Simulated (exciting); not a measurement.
# Core excitons at the O K edge of BaThO3

How far do the exchange and direct terms reshape the O K edge of BaThO3?

Calculated with exciting sodium; X-ray absorption, core-level Bethe-Salpeter equation, exchange and statically screened direct term, Tamm-Dancoff, all-electron LAPW+lo LDA.

The database entry behind the starting cell is an old determination (1934), so it need not match the best structure at ambient conditions.

**1. The structure**

The structure is cubic, space group Pm-3m (No. 221). The conventional cell has a = 4.480 Å, b = 4.480 Å, c = 4.480 Å, α = 90.00°, β = 90.00°, γ = 90.00°. Th has 6 O at 2.24 Å nearest. Nearest to Ba lie 12 O at 3.17 Å. O has 2 Th at 2.24 Å and 4 Ba at 3.17 Å nearest. Farther neighbours and most contacts between anions are not listed.

Structure file:

```cif
data_structure
_symmetry_space_group_name_H-M 'P 1'
_symmetry_Int_Tables_number 1
_cell_length_a 4.4800
_cell_length_b 4.4800
_cell_length_c 4.4800
_cell_angle_alpha 90.000
_cell_angle_beta 90.000
_cell_angle_gamma 90.000
_cell_volume 89.92
loop_
_atom_site_label
_atom_site_type_symbol
_atom_site_fract_x
_atom_site_fract_y
_atom_site_fract_z
_atom_site_occupancy
Th1 Th 0.50000 0.50000 0.50000 1
Ba2 Ba 0.00000 0.00000 0.00000 1
O3 O 0.50000 0.00000 0.50000 1
O4 O 0.00000 0.50000 0.50000 1
O5 O 0.50000 0.50000 0.00000 1
```

Differences between curves are given as r.m.s. difference over r.m.s. height.

**2. The self-consistent potential**

The species files are the program's own, with muffin-tin radii set in the input.

File input.xml:

```
<input>
  <title>BaThO3</title>
  <structure speciespath="." autormt="false" epslat="1.0e-5">
    <crystal>
      <basevect>8.4659730368 0.0000000000 0.0000000000</basevect>
      <basevect>0.0000000000 8.4659730368 0.0000000000</basevect>
      <basevect>0.0000000000 0.0000000000 8.4659730368</basevect>
    </crystal>
    <species speciesfile="Th.xml" rmt="2.464">
      <atom coord="0.5000000000 0.5000000000 0.5000000000"/>
    </species>
    <species speciesfile="Ba.xml" rmt="2.464">
      <atom coord="0.0000000000 0.0000000000 0.0000000000"/>
    </species>
    <species speciesfile="O.xml" rmt="1.642">
      <atom coord="0.5000000000 0.0000000000 0.5000000000"/>
      <atom coord="0.0000000000 0.5000000000 0.5000000000"/>
      <atom coord="0.5000000000 0.5000000000 0.0000000000"/>
    </species>
  </structure>
  <groundstate do="fromscratch" xctype="LDA_PW" ngridk="3 3 3" rgkmax="7" gmaxvr="14" nempty="8" swidth="0.001" maxscl="100" epsengy="1e-5"/>
</input>
```

Launch:

```console
> OMP_NUM_THREADS=1 mpirun -n 2 exciting
```

Numbers of over 12 decimals in the logs are rounded to 6 here.

What it wrote:

```text
EXCITING SODIUM started
********************************************************************************
* Ground-state run starting from atomic densities                              *
********************************************************************************
+ Starting initialization                                                      +
[... lattice and species ...]
 Spin treatment                             :    spin-unpolarised
 Number of Bravais lattice symmetries       :      48
[...]
+ Self-consistent loop stopped                                                 +
 STATE.OUT is written
********************************************************************************
* Groundstate module stopped                                                   *
********************************************************************************
 Total time spent (seconds)                 :        92.03
- CAUTION! Warnings have been written in file WARNING.OUT !                    -
| EXCITING SODIUM stopped                                                      =
[key lines of the parts left out:]
Total energy                               :    -34881.09041863
Fermi energy                               :         0.33783712
```

Wall time 93 s (2 MPI ranks of Arm Neoverse V1, shared host).

The warnings file holds hints only, no warning.

The mesh shows a gap of 2.86 eV. Core levels (Dirac, from the valence top):

```csv
atom,level,energy (eV)
O,1s1/2,-500.4
```

**3. A richer basis for the empty states**

Each species file gets more local orbitals, built from u and its energy derivative at 0.15 Ha and u at 0.9 Ha.

input.xml is that of step 2.

File SPECIES.xml, added lines:

```
<lo l="L">  <!-- L = 0, 1, 2, and 3 from Cs on -->
  <wf matchingOrder="0" trialEnergy="0.1500" searchE="false"/>
  <wf matchingOrder="1" trialEnergy="0.1500" searchE="false"/>
  <wf matchingOrder="0" trialEnergy="0.9000" searchE="false"/>
</lo>
```

Launch:

```console
> OMP_NUM_THREADS=1 mpirun -n 2 exciting
```

What it wrote:

```text
EXCITING SODIUM started
********************************************************************************
* Ground-state run starting from atomic densities                              *
********************************************************************************
+ Starting initialization                                                      +
[... lattice and species ...]
 Spin treatment                             :    spin-unpolarised
 Number of Bravais lattice symmetries       :      48
[...]
+ Self-consistent loop stopped                                                 +
 STATE.OUT is written
********************************************************************************
* Groundstate module stopped                                                   *
********************************************************************************
 Total time spent (seconds)                 :        98.23
- CAUTION! Warnings have been written in file WARNING.OUT !                    -
| EXCITING SODIUM stopped                                                      =
[key lines of the parts left out:]
Total energy                               :    -34881.09176800
Fermi energy                               :         0.33808621
```

It took 99 s on 2 MPI ranks.

Against the first ground state the total energy moves by -7 meV an atom and the gap by 0.00 eV.

**4. Screening, kernels and BSE for O atom 3**

The absorber has 2 Th at 2.24 Å (linear, site symmetry 4/mmm).

input.xml, as its differences from that of step 3:

```diff
@@ -20,3 +20,20 @@
   </structure>
-  <groundstate do="fromscratch" xctype="LDA_PW" ngridk="3 3 3" rgkmax="7" gmaxvr="14" nempty="8" swidth="0.001" maxscl="100" epsengy="1e-5"/>
+  <groundstate do="skip" xctype="LDA_PW" ngridk="3 3 3" rgkmax="7" gmaxvr="14" nempty="8" swidth="0.001" maxscl="100" epsengy="1e-5"/>
+  <xs xstype="BSE" ngridk="3 3 3" ngridq="3 3 3" vkloff="0.097 0.273 0.493" rgkmax="7" nempty="59" gqmax="3" lmaxapwwf="5" lmaxemat="2" broad="0.01654" tevout="true">
+    <energywindow intv="18.053 19.670" points="439"/>
+    <screening screentype="full" nempty="84"/>
+    <BSE xas="true" xasspecies="3" xasatom="1" xasedge="K" bsetype="singlet" nstlxas="1 55"/>
+    <qpointset>
+      <qpoint>0 0 0</qpoint>
+    </qpointset>
+    <plan>
+      <doonly task="xsgeneigvec"/>
+      <doonly task="writepmatxs"/>
+      <doonly task="scrgeneigvec"/>
+      <doonly task="scrwritepmat"/>
+      <doonly task="screen"/>
+      <doonly task="scrcoulint"/>
+      <doonly task="exccoulint"/>
+    </plan>
+  </xs>
 </input>
```

File input.xml for the last start (plan only):

```
  <plan>
    <doonly task="bse"/>
  </plan>
```

Launch:

```console
> OMP_NUM_THREADS=1 mpirun -n 2 exciting
> OMP_NUM_THREADS=2 exciting
```

What it wrote:

```text
| EXCITING SODIUM started for task xsgeneigvec ( 301)                          =
One-shot GS runs for BSE calculations
One-shot GS runs for k+qmt/2 grids
Info(xsgeneigvec): Generating eigenvectors for Q-point      1
Info(xsgeneigvec): Generation of eigenvectors finished
| EXCITING SODIUM started for task writepmatxs ( 320)                          =
Info(writepmatxs): Momentum matrix elements finished
| EXCITING SODIUM started for task scrgeneigvec ( 401)                         =
One-shot GS runs for BSE calculations
One-shot GS runs for k+qmt/2 grids
[...]
Info(setup_bse_block): Setting up RR part of hamiltonian
Info(setup_bse_block): Singlet spin state
Info(bse): Diagonalizing RR Hamiltonian (TDA)
Info(bse): Invoking Lapack routine ZHEEVR
      2970 eigen solutions found in the interval:
         i1=       1 i2=    2970
Info(bse): Writing excition energies and oscillator strengths to text file.
Info(makespectrum_dist): Making spectrum using formula for coupling with time reversed AR basis.
Info(makespectrum_dist): Using formalism for vanishing momentum transfer.
Info(writederived): Writing quantities derived from the macroscopic dielectric function.
Info(bselauncher): Spectrum finished for iqmt=  1
Info(bselauncher): All done for BSE type singlet
```

Run time: 21 min. Hardware: 2 MPI ranks.

Wall time by task: xsgeneigvec 26 s, writepmatxs 11 s, scrgeneigvec 22 s, scrwritepmat 7.9 s, screen 89 s, scrcoulint 5.1 min, exccoulint 13 min, bse 24 s.

The O K spectrum of O atom 3 (energy from the Kohn–Sham onset, core level to the lowest empty state found on the meshes used, 503.24 eV; the ground-state mesh sets it, and the shifted mesh has its lowest transition 0.38 eV above it; Im ε scaled to the maximum of the singlet run; cut below the end of the band set):

```csv
E (eV),Im ε
-4.0,0.02
-3.5,0.03
-3.0,0.03
-2.5,0.04
-2.0,0.06
-1.5,0.11
-1.0,0.20
-0.5,0.51
0.0,0.99
0.5,0.73
1.0,0.51
1.5,0.48
2.0,0.40
2.5,0.32
3.0,0.27
3.5,0.25
4.0,0.22
4.5,0.17
5.0,0.11
5.5,0.08
6.0,0.08
6.5,0.09
7.0,0.12
7.5,0.21
8.0,0.33
8.5,0.42
9.0,0.25
9.5,0.18
10.0,0.18
10.5,0.14
11.0,0.11
11.5,0.10
12.0,0.10
12.5,0.13
13.0,0.18
13.5,0.18
14.0,0.16
14.5,0.12
15.0,0.09
15.5,0.09
16.0,0.10
16.5,0.10
17.0,0.09
17.5,0.09
18.0,0.10
18.5,0.09
19.0,0.09
19.5,0.10
20.0,0.15
20.5,0.17
21.0,0.18
21.5,0.18
22.0,0.14
22.5,0.10
23.0,0.08
```

Maxima (height): 0.0 eV (1.00), 8.4 eV (0.44), 13.2 eV (0.19) and 21.1 eV (0.18).

The Hamiltonian has 2970 rows. The lowest groups of eigenvalues and the brightest ones, on the scale above (the program counts from the shifted mesh's onset, 0.38 eV higher). Core spinors bring spin-forbidden partners, so dark means forbidden by spin or by symmetry, and the shifted mesh splits states that symmetry would keep together:

```csv
energy (eV),states within 10 meV,relative strength
-0.401,2,0.0032
-0.340,2,3.8e-4
-0.287,1,dark
-0.269,1,0.50
-0.123,2,0.0022
-0.106,3,8.1e-4
-0.062,1,0.83
-0.030,1,0.46
0.007,1,0.93
0.122,1,0.40
0.271,1,0.46
8.344,3,1.00
```

**5. Independent particles**

input.xml, as its differences from that of step 4:

```diff
@@ -24,3 +24,3 @@
     <screening screentype="full" nempty="84"/>
-    <BSE xas="true" xasspecies="3" xasatom="1" xasedge="K" bsetype="singlet" nstlxas="1 55"/>
+    <BSE xas="true" xasspecies="3" xasatom="1" xasedge="K" bsetype="IP" nstlxas="1 55"/>
     <qpointset>
@@ -29,9 +29,3 @@
     <plan>
-      <doonly task="xsgeneigvec"/>
-      <doonly task="writepmatxs"/>
-      <doonly task="scrgeneigvec"/>
-      <doonly task="scrwritepmat"/>
-      <doonly task="screen"/>
-      <doonly task="scrcoulint"/>
-      <doonly task="exccoulint"/>
+      <doonly task="bse"/>
     </plan>
```

Launch:

```console
> OMP_NUM_THREADS=2 exciting
```

What it wrote:

```text
| EXCITING SODIUM started for task bse ( 445)                                  =
Info(bselauncher): Init time:    2.737170
Info(bselauncher): Setting up and diagonalizing BSE Hamiltonian.
Info(bselauncher): Using momentum transfer vectors from list :   1 to  1
Info(bselauncher): Distributing qmt-points over   1 processes.
Info(bselauncher): BSE type: IP
Info(bselauncher): Momentum transfer list index: iqmt=  1
Info(bselauncher): Momentum transfer: vqmtl=   0.000   0.000   0.000
Info(bse): Inspecting occupations...
Info(setranges_modxs): Number of non-reduced k-points:       27
[...]
highest unoccupied state:  85
  Opening gap with a scissor of:      0.000/H      0.000/eV
Info(select_transitions): Number of participating transitions:    2970
Info(bse): Selecting transitions...
Info(bse):bsegap (eV):   503.613410
Info(bse): IP requested, nothing much to do
Info(bse): Writing excition energies and oscillator strengths to text file.
Info(makespectrum_dist): Making spectrum using formula for coupling with time reversed AR basis.
Info(makespectrum_dist): Using formalism for vanishing momentum transfer.
Info(writederived): Writing quantities derived from the macroscopic dielectric function.
Info(bselauncher): Spectrum finished for iqmt=  1
Info(bselauncher): All done for BSE type IP
```

Run time: 4.5 s. Hardware: 2 threads.

Maxima (height): 3.6 eV (0.51), 11.0 eV (0.32), 14.7 eV (0.22), 18.8 eV (0.12) and 22.7 eV (0.28). The spectrum differs from the singlet run by 85 % r.m.s. Moving the earlier curve by +3.1 eV leaves 43 %. The highest maximum lies at 3.6 eV (0.51), against 0.0 eV (1.00).

**6. Exchange alone**

input.xml, as its differences from that of step 5:

```diff
@@ -24,3 +24,3 @@
     <screening screentype="full" nempty="84"/>
-    <BSE xas="true" xasspecies="3" xasatom="1" xasedge="K" bsetype="IP" nstlxas="1 55"/>
+    <BSE xas="true" xasspecies="3" xasatom="1" xasedge="K" bsetype="RPA" nstlxas="1 55"/>
     <qpointset>
```

Launch:

```console
> OMP_NUM_THREADS=2 exciting
```

What it wrote:

```text
| EXCITING SODIUM started for task bse ( 445)                                  =
Info(bselauncher): Init time:    2.730560
Info(bselauncher): Setting up and diagonalizing BSE Hamiltonian.
Info(bselauncher): Using momentum transfer vectors from list :   1 to  1
Info(bselauncher): Distributing qmt-points over   1 processes.
Info(bselauncher): BSE type: RPA
Info(bselauncher): Momentum transfer list index: iqmt=  1
Info(bselauncher): Momentum transfer: vqmtl=   0.000   0.000   0.000
Info(bse): Inspecting occupations...
Info(setranges_modxs): Number of non-reduced k-points:       27
[...]
Info(setup_bse_block): Setting up RR part of hamiltonian
Info(setup_bse_block): Using RPA approximation
Info(bse): Diagonalizing RR Hamiltonian (TDA)
Info(bse): Invoking Lapack routine ZHEEVR
      2970 eigen solutions found in the interval:
         i1=       1 i2=    2970
Info(bse): Writing excition energies and oscillator strengths to text file.
Info(makespectrum_dist): Making spectrum using formula for coupling with time reversed AR basis.
Info(makespectrum_dist): Using formalism for vanishing momentum transfer.
Info(writederived): Writing quantities derived from the macroscopic dielectric function.
Info(bselauncher): Spectrum finished for iqmt=  1
Info(bselauncher): All done for BSE type RPA
```

Elapsed: 26 s, on 2 threads.

Maxima (height): 3.7 eV (0.50), 11.1 eV (0.31), 14.7 eV (0.23), 18.8 eV (0.12) and 22.8 eV (0.28). Against the independent-particle run the r.m.s. difference is 4 %.

**7. A changed run**

In this try the input is made faulty on purpose, to show what that does.

input.xml, as its differences from that of step 6:

```diff
@@ -21,6 +21,6 @@
   <groundstate do="skip" xctype="LDA_PW" ngridk="3 3 3" rgkmax="7" gmaxvr="14" nempty="8" swidth="0.001" maxscl="100" epsengy="1e-5"/>
-  <xs xstype="BSE" ngridk="3 3 3" ngridq="3 3 3" vkloff="0.097 0.273 0.493" rgkmax="7" nempty="59" gqmax="3" lmaxapwwf="5" lmaxemat="2" broad="0.01654" tevout="true">
+  <xs xstype="BSE" ngridk="3 3 3" ngridq="3 3 3" vkloff="0.097 0.273 0.493" rgkmax="7" nempty="59" gqmax="0.6" lmaxapwwf="5" lmaxemat="2" broad="0.01654" tevout="true">
     <energywindow intv="18.053 19.670" points="439"/>
     <screening screentype="full" nempty="84"/>
-    <BSE xas="true" xasspecies="3" xasatom="1" xasedge="K" bsetype="RPA" nstlxas="1 55"/>
+    <BSE xas="true" xasspecies="3" xasatom="1" xasedge="K" bsetype="singlet" nstlxas="1 55"/>
     <qpointset>
@@ -29,3 +29,6 @@
     <plan>
-      <doonly task="bse"/>
+      <doonly task="xsgeneigvec"/>
+      <doonly task="screen"/>
+      <doonly task="scrcoulint"/>
+      <doonly task="exccoulint"/>
     </plan>
```

File input.xml for the last start (plan only):

```
  <plan>
    <doonly task="bse"/>
  </plan>
```

Launch:

```console
> OMP_NUM_THREADS=1 mpirun -n 2 exciting
> OMP_NUM_THREADS=2 exciting
```

What it wrote:

```text
| EXCITING SODIUM started for task xsgeneigvec ( 301)                          =
One-shot GS runs for BSE calculations
One-shot GS runs for k+qmt/2 grids
Info(xsgeneigvec): Generating eigenvectors for Q-point      1
Info(xsgeneigvec): Generation of eigenvectors finished
| EXCITING SODIUM started for task screen ( 430)                               =
Info(screenlauncher): Calculating screening for unshifted q-grid.
Info(screenlauncher): Number of q points:       4
Info(screenlauncher): lowest (partially)  unoccupied state:     31
[...]
Info(setup_bse_block): Setting up RR part of hamiltonian
Info(setup_bse_block): Singlet spin state
Info(bse): Diagonalizing RR Hamiltonian (TDA)
Info(bse): Invoking Lapack routine ZHEEVR
      2970 eigen solutions found in the interval:
         i1=       1 i2=    2970
Info(bse): Writing excition energies and oscillator strengths to text file.
Info(makespectrum_dist): Making spectrum using formula for coupling with time reversed AR basis.
Info(makespectrum_dist): Using formalism for vanishing momentum transfer.
Info(writederived): Writing quantities derived from the macroscopic dielectric function.
Info(bselauncher): Spectrum finished for iqmt=  1
Info(bselauncher): All done for BSE type singlet
```

Wall time 3.2 min (2 MPI ranks).

Wall time by task: xsgeneigvec 26 s, screen 27 s, scrcoulint 1.8 min, exccoulint 4.5 s, bse 24 s.

The input has a fault: the cutoff of the kernels is far too low. The spectrum differs from the singlet run by 50 % r.m.s. Moving the earlier curve by +0.8 eV leaves 28 %. The highest maximum lies at 1.8 eV (0.60), against 0.0 eV (1.00). The first bright state moves from -0.27 to -0.20 eV. The kernels miss the short-range part of the Coulomb interaction, its components above their cutoff.

```csv
E (eV),first run,this run
-4.0,0.02,0.01
-3.0,0.03,0.02
-2.0,0.06,0.03
-1.0,0.20,0.07
0.0,0.99,0.29
1.0,0.51,0.53
2.0,0.40,0.59
3.0,0.27,0.37
4.0,0.22,0.28
5.0,0.11,0.14
6.0,0.08,0.08
7.0,0.12,0.09
8.0,0.33,0.16
9.0,0.25,0.41
10.0,0.18,0.27
11.0,0.11,0.18
12.0,0.10,0.13
13.0,0.18,0.19
14.0,0.16,0.19
15.0,0.09,0.11
16.0,0.10,0.11
17.0,0.09,0.10
18.0,0.10,0.12
19.0,0.09,0.10
20.0,0.15,0.15
21.0,0.18,0.21
22.0,0.14,0.20
23.0,0.08,0.11
```

**8. The levels of theory side by side**

```csv
level,curve passes 0.15 (eV),highest maximum (eV),its height
IP,0.9,3.6,0.51
RPA,1.0,3.7,0.50
singlet,-1.2,0.0,1.00
```

```csv
E (eV),IP,RPA,singlet
-4.0,0.01,0.01,0.02
-3.0,0.01,0.01,0.03
-2.0,0.01,0.01,0.06
-1.0,0.02,0.02,0.20
0.0,0.05,0.05,0.99
1.0,0.17,0.15,0.51
2.0,0.30,0.28,0.40
3.0,0.39,0.37,0.27
4.0,0.49,0.49,0.22
5.0,0.45,0.46,0.11
6.0,0.24,0.25,0.08
7.0,0.10,0.10,0.12
8.0,0.08,0.08,0.33
9.0,0.12,0.12,0.25
10.0,0.24,0.22,0.18
11.0,0.32,0.31,0.11
12.0,0.26,0.27,0.10
13.0,0.15,0.16,0.18
14.0,0.20,0.20,0.16
15.0,0.21,0.21,0.09
16.0,0.14,0.14,0.10
17.0,0.13,0.13,0.09
18.0,0.11,0.11,0.10
19.0,0.11,0.11,0.09
20.0,0.10,0.10,0.15
21.0,0.14,0.14,0.18
22.0,0.21,0.21,0.14
23.0,0.26,0.27,0.08
```

**9. What came out**

```json
{
 "absorber and edge": "O K, atom 3",
 "surroundings": "2 Th at 2.24 Å (linear, site symmetry 4/mmm)",
 "first bright state": "-0.27 eV from the Kohn–Sham onset, on this mesh",
 "highest maximum": "0.0 eV",
 "cost of the BSE run": "21 min on 2 MPI ranks of Arm Neoverse V1, shared host; the last task ran on as many threads"
}
```

In words: Is a core exciton bound? Undecided on this mesh: the first bright state (over 5 % of the brightest) lies at -0.27 eV from the Kohn–Sham onset and at -0.65 eV from the lowest bare transition of its own mesh; weaker or dark states reach down to -0.40 eV. Exchange alone changes the independent-particle spectrum by 4 % r.m.s. A mesh of 27 points doesn't converge binding energies, and fine structure above the first lines is partly noise of the mesh. Exchange and the short-range direct term aren't converged in the kernel cutoff. The zero comes from the unshifted 3×3×3 ground-state mesh; it is exact only where the band minimum lies on that mesh. The Kohn–Sham onset, 503 eV, is no photon energy: the scale needs a rigid shift. Bands and screening come from semilocal DFT, whose small gap overscreens. Vibrations and energy-dependent lifetimes are left out. The structure is a published determination, not relaxed.

[Banner, clock and machine lines of the logs are left out without a mark of their own.]

[Logs are printed without paths, hosts, clocks, repeated set-up lines and the standing remarks that a program may print on its own settings, such as how far it seeks lower states.]

[Hosts, paths, dates, database ids (printed as entryN), source tags and the programs' standing remarks are cut or masked in the printed files.]
